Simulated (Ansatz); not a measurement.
## Mg2CrFe4Sn: relaxing a made-up structure

This structure for Mg2CrFe4Sn is made up. Its elements were placed in a known structure type with a cell scaled to their sizes. What cell does the guess relax to, and how far off was it?

Program: Ansatz 0.2.0. Level of theory: DFT, PBE, plane-wave PAW, files of the set soft_1, scalar-relativistic, ferromagnetic start, cell and ions relaxed at zero pressure; PAW set soft_1. Results are calculated unless marked as measured.

### Step 1. The starting structure

Symmetry: Amm2, No. 38, orthorhombic system. The conventional cell has a = 4.434 Å, b = 5.773 Å, c = 9.884 Å, α = 90.00°, β = 90.00°, γ = 90.00°. Nearest to Sn lie 2 Cr at 2.76 Å and 8 Fe at 2.78 to 2.87 Å and 2 Mg at 2.89 Å. Nearest to Fe lie 4 Mg at 2.74 to 2.90 Å and 4 Fe at 2.78 to 2.95 Å and 2 Sn at 2.78 Å and 2 Cr at 2.85 to 2.88 Å. Fe has 2 Cr at 2.77 Å and 4 Mg at 2.78 to 2.88 Å and 4 Fe at 2.78 to 2.91 Å and 2 Sn at 2.85 to 2.87 Å nearest. Nearest to Cr lie 2 Sn at 2.76 Å and 8 Fe at 2.77 to 2.88 Å and 2 Mg at 2.89 Å. Nearest to Mg lie 2 Mg at 2.77 Å and 8 Fe at 2.78 to 2.90 Å and 2 Cr at 2.89 Å. Mg has 8 Fe at 2.74 to 2.88 Å and 2 Mg at 2.77 Å and 2 Sn at 2.89 Å nearest. Farther neighbours are not listed.

### Step 2. Relaxation of the guess

The guessed cell has no reason to be at equilibrium. It is relaxed with the atoms, within the space group of the guess.

input.yaml reads:

```yaml
crystal:
  lattice:
    - [4.434, 0.0, 0.0]
    - [0.0, 2.8865, 4.942]
    - [0.0, -2.8865, 4.942]
  atoms:
    - { symbol: Sn, position: [0.0, 0.8335, 0.8335] }
    - { symbol: Fe, position: [0.5, 0.6587, 0.1697], spin: 3.0 }
    - { symbol: Fe, position: [0.5, 0.1697, 0.6587], spin: 3.0 }
    - { symbol: Fe, position: [0.0, 0.8316, 0.3356], spin: 3.0 }
    - { symbol: Fe, position: [0.0, 0.3356, 0.8316], spin: 3.0 }
    - { symbol: Cr, position: [0.5, 0.6677, 0.6677], spin: 3.0 }
    - { symbol: Mg, position: [0.5, 0.1669, 0.1669] }
    - { symbol: Mg, position: [0.0, 0.3347, 0.3347] }
magnetization:
  spin_polarized: true
kpoints:
  mp_grid: { grid: [6, 6, 6] }
scf:
  occupations: { method: fermi_dirac, width: 0.05 }
hamiltonian:
  xc: pbe
  pseudopotentials: { kind: paw, azcp: { folder: soft_1 } }
relax:
  f_tol: 0.015
  max_steps: 70
  cell: {}
output:
  forces: true
  stress: true
```

Launch:

```
$ ansatz run input.yaml --threads 4 --pin off --max-ram 10240MiB --backend cpu --events-out ev --progress --plain --runs-dir out
```

Numbers of over 12 decimals in the logs are rounded to 6 here.

What it wrote:

```text
Engine: ansatz 0.2.0, x86_64-unknown-linux-gnu
Pseudopotentials: kind: paw
Pseudopotential: Sn, paw, valence charge 14, recommended cutoff 420 eV (normal), soft_1/Sn.paw.azcp
Pseudopotential: Fe, paw, valence charge 16, recommended cutoff 420 eV (normal), soft_1/Fe.paw.azcp
Pseudopotential: Cr, paw, valence charge 14, recommended cutoff 420 eV (normal), soft_1/Cr.paw.azcp
Pseudopotential: Mg, paw, valence charge 10, recommended cutoff 420 eV (normal), soft_1/Mg.paw.azcp
Functional definition: PBE
  parameter kappa = 0.804
  parameter beta = 0.066725
  exchange = pbe_x(kappa = kappa, mu = beta*pi^2/3)
  correlation = pbe_c(beta = beta)
Crystal: 8 atoms, lattice volume = 126.503 Å³
Basis set: ecut = 420 eV, 2523 PW (Γ), exchange–correlation on 60×80×80 points (8 copies of the dense FFT grid, shifted against one another)
Bands: 77, of which v1, the nominal top of the filled ones, is band 56 counted from 1 (55 counted from 0)
Symmetry: 4 space group operations
Space group: Amm2 (ITA 38), of the structure as read, at distance tolerance 5.0e-5 Å
Magnetic group: BNS 38.187 (UNI 285), of the structure as read, at distance tolerance 5.0e-5 Å
k-points: 52 of 216 (time reversal used)
Non-local potential: Sn, projectors of the file, l = 0: 2, l = 1: 2, l = 2: 2, l = 3: 1
Non-local potential: Fe, projectors of the file, l = 0: 3, l = 1: 2, l = 2: 3, l = 3: 1
Non-local potential: Cr, projectors of the file, l = 0: 3, l = 1: 2, l = 2: 3, l = 3: 1
Non-local potential: Mg, projectors of the file, l = 0: 3, l = 1: 2, l = 2: 1
PAW form: soft (Blöchl's): semilocal exchange-correlation on the pseudo side does not see the compensation charge
PAW one-centre angular grid: Sn, 590 points (default); XC on 64 Gauss nodes
PAW one-centre angular grid: Fe, 590 points (default); XC on 64 Gauss nodes
PAW one-centre angular grid: Cr, 590 points (default); XC on 64 Gauss nodes
PAW one-centre angular grid: Mg, 110 points (default); XC on 64 Gauss nodes
Initial density: superposition of atomic densities (chi_scale 0.1, normalization cell, long waves kept (reshape's long-wave potential 0.01 eV rms))
Starting moments: Σ|m| = 15 μB on 5 of 8 sites
Initial wavefunctions: pseudopotential atomic-orbital guess
Functional: x = pbe(κ = 0.804, μ = 0.219515), c = pbe(β = 0.066725)
SCF iter   1: F=—  HF=-31168.639362 eV  |F-HF|=—  |Δ(HF+E_count)|=         —  Δρ=5.19e-2 (↑5.19e-2 ↓4.23e-2)  dr2=1.07e1  dr2_m=3.17e-1  M=13.561 μB ∫|m|=14.275 μB  β_m=0.30  ethr=3.10e-3  ⟨swp⟩=6.1  Hψ=29892  notcnv=0  defer=34
Mixer restart at iter 1: flushing history
preconditioner: auto → Kerker (q_TF=auto, 2.673 Å⁻¹)  [metal: Δε(μ)=0.008 eV  Ē_g=9.599 eV  σ=0.050 eV  W_gap=0.04  n_scr=44 (ndim 8)  ℏωp=24.7 eV  f_vac=0.000  D(μ)=8.09/eV (n_scr^D=82)]
spin=Collinear: Kerker preconditioning applied to the charge; magnetization (m = ρ↑ − ρ↓) channel mixes plain (no charge-response kernel on spin).
SCF iter   2: F=—  HF=-31167.416692 eV  |F-HF|=—  |Δ(HF+E_count)|=    1.22e0  Δρ=2.35e-2 (↑2.20e-2 ↓2.35e-2)  dr2=3.21e0  dr2_m=1.14e-1  M=13.533 μB ∫|m|=14.332 μB  β_m=0.41  ethr=3.10e-3  ⟨swp⟩=2.3  Hψ=14196  notcnv=0  defer=820
SCF iter   3: F=—  HF=-31168.208783 eV  |F-HF|=—  |Δ(HF+E_count)|=   7.92e-1  Δρ=1.20e-2 (↑9.13e-3 ↓1.20e-2)  dr2=5.82e-1  dr2_m=4.89e-2  M=13.285 μB ∫|m|=14.244 μB  β_m=0.55  ethr=2.87e-3  ⟨swp⟩=2.1  Hψ=9926  notcnv=0  defer=817
SCF iter   4: F=—  HF=-31168.660053 eV  |F-HF|=—  |Δ(HF+E_count)|=   4.51e-1  Δρ=1.13e-2 (↑5.56e-3 ↓1.13e-2)  dr2=4.49e-1  dr2_m=2.70e-2  M=12.983 μB ∫|m|=14.067 μB  β_m=0.66  ethr=5.20e-4  ⟨swp⟩=2.1  Hψ=10710  notcnv=0  defer=835
SCF iter   5: F=—  HF=-31168.797580 eV  |F-HF|=—  |Δ(HF+E_count)|=   1.38e-1  Δρ=7.33e-3 (↑7.33e-3 ↓4.08e-3)  dr2=1.14e-1  dr2_m=2.24e-2  M=12.778 μB ∫|m|=13.933 μB  β_m=0.76  ethr=4.01e-4  ⟨swp⟩=2.4  Hψ=11687  notcnv=0  defer=834
SCF iter   6: F=—  HF=-31168.807562 eV  |F-HF|=—  |Δ(HF+E_count)|=         —  Δρ=5.14e-3 (↑5.14e-3 ↓3.49e-3)  dr2=1.48e-2  dr2_m=1.84e-2  M=12.803 μB ∫|m|=13.943 μB  β_m=0.76  ethr=1.02e-4  ⟨swp⟩=2.3  Hψ=14298  notcnv=0  defer=842
Mixer restart at iter 6: flushing history
SCF iter   7: F=—  HF=-31168.805411 eV  |F-HF|=—  |Δ(HF+E_count)|=   2.15e-3  Δρ=1.96e-3 (↑9.03e-4 ↓1.96e-3)  dr2=6.48e-3  dr2_m=1.27e-3  M=12.816 μB ∫|m|=13.953 μB  β_m=0.81  ethr=1.33e-5  ⟨swp⟩=2.1  Hψ=14264  notcnv=0  defer=842
SCF iter   8: F=—  HF=-31168.807633 eV  |F-HF|=—  |Δ(HF+E_count)|=   2.22e-3  Δρ=2.28e-3 (↑2.28e-3 ↓1.30e-3)  dr2=7.90e-3  dr2_m=1.26e-3  M=12.834 μB ∫|m|=13.972 μB  β_m=0.69  ethr=5.78e-6  ⟨swp⟩=2.0  Hψ=15070  notcnv=0  defer=842
SCF iter   9: F=—  HF=-31168.805462 eV  |F-HF|=—  |Δ(HF+E_count)|=   2.17e-3  Δρ=4.35e-4 (↑4.35e-4 ↓3.81e-4)  dr2=8.16e-4  dr2_m=6.73e-5  M=12.843 μB ∫|m|=13.979 μB  β_m=0.81  ethr=5.78e-6  ⟨swp⟩=2.0  Hψ=14470  notcnv=0  defer=842
SCF iter  10: F=—  HF=-31168.805326 eV  |F-HF|=—  |Δ(HF+E_count)|=   1.36e-4  Δρ=1.88e-4 (↑1.88e-4 ↓6.76e-5)  dr2=9.57e-5  dr2_m=1.31e-5  M=12.845 μB ∫|m|=13.982 μB  β_m=0.77  ethr=7.29e-7  ⟨swp⟩=2.0  Hψ=10677  notcnv=0  defer=842
[...]
relax step   7: F+E_penalty+E_count = -31169.66074518 eV  Δ(F+E_penalty+E_count) = -7.355e-4 eV  max|allowed force component| = 2.878e-2 eV/Å  Δτ_max = 0.0099 Å  P = -0.017 GPa  Ω = 118.771 Å³  energy of the carried Pulay correction = +3.685e-3 eV  (11 SCF iters, dr2 threshold 3.27e-8 eV, accepted)
relax step   8: F+E_penalty+E_count = -31169.66185041 eV  Δ(F+E_penalty+E_count) = -1.105e-3 eV  max|allowed force component| = 4.014e-2 eV/Å  Δτ_max = 0.0092 Å  P = -0.025 GPa  Ω = 118.844 Å³  energy of the carried Pulay correction = +3.649e-3 eV  (10 SCF iters, dr2 threshold 5.18e-8 eV, accepted)
relax step   9: F+E_penalty+E_count = -31169.67054021 eV  Δ(F+E_penalty+E_count) = -8.690e-3 eV  max|allowed force component| = 7.844e-2 eV/Å  Δτ_max = 0.0369 Å  P = +0.001 GPa  Ω = 119.123 Å³  energy of the carried Pulay correction = +3.512e-3 eV  (13 SCF iters, dr2 threshold 1.01e-7 eV, accepted)
relax step  10: F+E_penalty+E_count = -31169.69646503 eV  Δ(F+E_penalty+E_count) = -2.592e-2 eV  max|allowed force component| = 1.394e-1 eV/Å  Δτ_max = 0.0811 Å  P = +0.283 GPa  Ω = 119.628 Å³  energy of the carried Pulay correction = +3.266e-3 eV  (14 SCF iters, dr2 threshold 3.85e-7 eV, accepted)
relax step  11: F+E_penalty+E_count = -31169.39984602 eV  Δ(F+E_penalty+E_count) = +2.966e-1 eV  max|allowed force component| = 1.844e0 eV/Å  Δτ_max = 0.1951 Å  P = +2.045 GPa  Ω = 121.149 Å³  energy of the carried Pulay correction = +2.527e-3 eV  (16 SCF iters, dr2 threshold 8.00e-7 eV, rejected (line search))
relax step  12: F+E_penalty+E_count = -31169.72229139 eV  Δ(F+E_penalty+E_count) = -2.583e-2 eV  max|allowed force component| = 7.253e-2 eV/Å  Δτ_max = 0.0975 Å  P = +0.548 GPa  Ω = 119.698 Å³  energy of the carried Pulay correction = +3.231e-3 eV  (18 SCF iters, accepted)
relax step  13: F+E_penalty+E_count = -31169.72202177 eV  Δ(F+E_penalty+E_count) = +2.696e-4 eV  max|allowed force component| = 4.245e-2 eV/Å  Δτ_max = 0.0183 Å  P = -0.536 GPa  Ω = 121.347 Å³  energy of the carried Pulay correction = +2.432e-3 eV  (11 SCF iters, dr2 threshold 8.00e-7 eV, accepted)
relax step  14: F+E_penalty+E_count = -31169.72521561 eV  Δ(F+E_penalty+E_count) = -3.194e-3 eV  max|allowed force component| = 6.411e-3 eV/Å  Δτ_max = 0.0067 Å  P = +0.003 GPa  Ω = 120.526 Å³  energy of the carried Pulay correction = +2.828e-3 eV  (10 SCF iters, dr2 threshold 8.00e-7 eV, accepted)
relax step  15: F+E_penalty+E_count = -31169.72207969 eV  Δ(F+E_penalty+E_count) = +3.136e-3 eV  max|allowed force component| = 6.561e-3 eV/Å  Δτ_max = 0.0000 Å  P = +0.020 GPa  Ω = 120.526 Å³  stress off target by 4.99e-2 GPa  SCF on the basis re-selected at this cell (its energy is not comparable with the rows above)  (23 SCF iters)
basis re-selected at this cell: Δ(F+E_penalty+E_count) = +3.136e-3 eV, ΔP = +0.017 GPa vs the last step (what re-selecting the basis moved, of the pressure what is left beyond the Pulay correction that the steps carried, after the strain that the cell walked since its last selection, with what the two solves' SCF thresholds leave and, on support functions, any second-order correction that the steps lacked; it is no m [...]
SCF converged after 23 iterations
Magnetization: -5.7072 μB (53.1464 up, 58.8536 down)
Absolute magnetization: 13.1669 μB (∫|ρ↑−ρ↓|, with the PAW one-centre terms)
Spin contamination: 3.1670 ħ² per cell (⟨S²⟩ above its minimum at these occupations)
Per-site moments (μB) at R_I (Å): [(0.029170, 1.111673), (-2.214881, 0.977656), (-2.214881, 0.977656), (-2.291434, 0.963461), (-2.291434, 0.963461), (2.924188, 1.093611), (0.050517, 1.100029), (0.060539, 1.110975)]
Free energy (F): -31169.722080 eV
Harris-Foulkes:  -31169.722080 eV  (|F-HF|=5.09e-11)
Internal energy: -31169.672351 eV  (E = F + TS)
E sigma→0 (E₀):  -31169.697215 eV
Entropy (-TS):   -0.049729 eV (-6.216 meV/atom)
Fermi energy:    13.606156 eV
--- Per-component energies (eV) ---
  E_band       = -1977.379009
  E_kinetic    = 1931.158046
  E_local      = -15756.748473  (includes V_loc(G=0)·N_el)
  E_nonlocal   = 1748.910522
  E_hartree    = 6477.989583
  E_xc         = -734.158259
  E_vxc        = -860.438588  (∫ρ·V_xc dr)
  E_paw        = -11727.397638  (= ΣΔE_a)
  E_vpaw       = -1996.236379  (= ΣTr[D̂ρ^β])
  E_aug_tail   = -0.003114  (compensation charges beyond the density's cutoff)
  E_ewald      = -13109.423016
  E_smearing   = -0.049729  (= −TS)
  E_closure    = 0.000000  (closes the sum)
  Σ components = -31169.722080   (vs F -31169.722080, Δ=0.00e0)
--- Forces (eV/Å), atoms counted from 1 ---
  atom   1  Sn     0.00000000    -0.00000000    -0.00656068
  atom   2  Fe     0.00000000     0.00281850     0.00027642
  atom   3  Fe    -0.00000000    -0.00281850     0.00027642
  atom   4  Fe     0.00000000    -0.00044935     0.00185686
  atom   5  Fe     0.00000000     0.00044935     0.00185686
  atom   6  Cr     0.00000000    -0.00000000     0.00202886
  atom   7  Mg    -0.00000000     0.00000000    -0.00148153
  atom   8  Mg    -0.00000000     0.00000000     0.00174910
  max |Σ_I F_I| component: 2.32e-6 eV/Å
--- Stress (GPa, compression-positive) ---
        0.029547      -0.000000       0.000000
       -0.000000       0.049903       0.000000
        0.000000      -0.000000      -0.020191
  P = ⅓ Tr σ = 0.0198 GPa (0.198 kbar)
--- Relaxed structure (14 steps of the walk, 13 accepted, 1 SCFs on fresh bases) ---
  F+E_penalty+E_count = -31169.72207969 eV   max|allowed force component| = 6.561e-3 eV/Å   (the final SCF, on the basis selected at the relaxed cell)
  cell:  # Å, volume = 120.5262 Å³
    - [4.343380, 0.0, 0.0]
    - [0.0, 2.866854, 4.839694]
    - [0.0, -2.866854, 4.839694]
  atoms:
    - { symbol: Sn, position: [0, 0.857461, 0.857461] }
    - { symbol: Fe, position: [0.5, 0.635612, 0.222254] }
    - { symbol: Fe, position: [0.5, 0.222254, 0.635612] }
    - { symbol: Fe, position: [0, 0.777261, 0.369904] }
    - { symbol: Fe, position: [0, 0.369904, 0.777261] }
    - { symbol: Cr, position: [0.5, 0.674209, 0.674209] }
    - { symbol: Mg, position: [0.5, 0.142742, 0.142742] }
    - { symbol: Mg, position: [0, 0.318957, 0.318957] }
```

Run time: 7.2 min. Hardware: 4 threads of Intel Xeon Platinum 8375C at 2.90GHz (Ice Lake), shared host; peak memory 1.4 GiB.

Relaxation path:

```
step  energy less that of the first step (eV)  largest force component (eV/Å)  pressure (GPa)  volume (Å³)
   1                                   0.0000                          1.0357           -5.31       126.50
   2                                  -0.4966                          0.7836            1.30       116.88
   3                                  -0.6116                          0.1102            0.01       118.37
   4                                  -0.6185                          0.0311            0.05       118.59
   5                                  -0.6188                          0.0195           -0.03       118.69
   6                                  -0.6193                          0.0229           -0.05       118.76
   7                                  -0.6200                          0.0288           -0.02       118.77
   8                                  -0.6211                          0.0401           -0.03       118.84
   9                                  -0.6298                          0.0784            0.00       119.12
  10                                  -0.6557                          0.1394            0.28       119.63
  11                                  -0.3591                          1.8441            2.05       121.15
  12                                  -0.6816                          0.0725            0.55       119.70
  13                                  -0.6813                          0.0424           -0.54       121.35
  14                                  -0.6845                          0.0064            0.00       120.53
 15*                                  -0.6814                          0.0066            0.02       120.53
```

Relaxation steps marked * repeat the geometry before them on a plane-wave basis chosen anew for their cell, so energy and pressure can jump there. Relaxation step 11 was tried and not accepted.

The run keeps the 4 symmetry operations that it works with, so distortions that break them were not tested.

```
conventional cell, symmetrised  before  after  change
                         a (Å)   4.434  4.343  -2.0 %
                         b (Å)   5.773  5.734  -0.7 %
                         c (Å)   9.884  9.679  -2.1 %
              volume (Å³/atom)   15.81  15.07  -4.7 %
```

The atoms that moved most (Å, as changes of fractional coordinates times the final cell):

```
atom     dx      dy      dz  length
 Fe5  0.000   0.254  -0.097   0.272
 Fe4  0.000  -0.254  -0.097   0.272
 Fe3  0.000   0.217   0.143   0.260
 Fe2  0.000  -0.217   0.143   0.260
 Mg7  0.000   0.000  -0.234   0.234
 Sn1  0.000   0.000   0.232   0.232
 Mg8  0.000   0.000  -0.152   0.152
 Cr6  0.000   0.000   0.063   0.063
```

The relaxed structure:

```xyz
8
Lattice="4.3434 0.0000 0.0000 0.0000 2.8669 4.8397 0.0000 -2.8669 4.8397" Properties=species:S:1:pos:R:3 pbc="T T T"
Sn    0.0000    0.0000    8.2997
Fe    2.1717    1.1850    4.1518
Fe    2.1717   -1.1850    4.1518
Fe    0.0000    1.1678    5.5519
Fe    0.0000   -1.1678    5.5519
Cr    2.1717    0.0000    6.5259
Mg    2.1717    0.0000    1.3817
Mg    0.0000    0.0000    3.0873
```

This step gave:

- free energy: -31169.7221 eV
- energy at zero smearing: -31169.6972 eV
- smearing term TS: 0.04973 eV
- Fermi energy: 13.61 eV
- magnetization: -5.707 μB
- absolute magnetization: 13.17 μB
- site moments: 0.02917, -2.215, -2.215, -2.291, -2.291, 2.924, 0.05052, 0.06054 μB
- electrons: 112
- symmetry operations: 4
- pressure: 0.01975 GPa

Site moment by atom:

```
atom  site moment (μB)
 Sn1              0.03
 Fe2             -2.21
 Fe3             -2.21
 Fe4             -2.29
 Fe5             -2.29
 Cr6              2.92
 Mg7              0.05
 Mg8              0.06
```

The shortest distance of each pair, which need not be the same contact before and after:

```
 pair  guess (Å)  relaxed (Å)
Fe–Fe      2.778        2.336
Cr–Fe      2.767        2.651
Fe–Mg      2.743        2.667
Fe–Sn      2.780        2.695
Mg–Mg      2.769        2.761
```

The relaxation ends with a largest force component of 0.0066 eV/Å and a pressure of 0.02 GPa.

### Step 3. Outcome

| Item | Value |
| --- | --- |
| space group, relaxed | Amm2 |
| conventional cell | a = 4.343, b = 5.734, c = 9.679 Å; α = 90.0°, β = 90.0°, γ = 90.0° |
| volume per atom | 15.07 Å³ (guess 15.81) |
| total moment | 5.71 μB in the cell of 8 atoms |

Mg2CrFe4Sn relaxes to Amm2 with a = 4.343, b = 5.734 and c = 9.679 Å. The guessed volume was 5 % too large. The space group Amm2 was held in the relaxation, so the end point is a stationary structure within it and may be a saddle against distortions or other arrangements. The input starts from parallel moments, and no other start was typed; the run left that order, and the end state is ferrimagnetic. Mesh and cutoff weren't tested. No dispersion term is used, so weakly bound directions may come out too long. Nothing here tests whether the compound is stable against decomposition.

[Logs are printed without paths, hosts, clocks, repeated set-up lines and the standing remarks that a program may print on its own settings, such as how far it seeks lower states.]

[Hosts, paths, dates, database ids (printed as entryN), source tags and the programs' standing remarks are cut or masked in the printed files.]
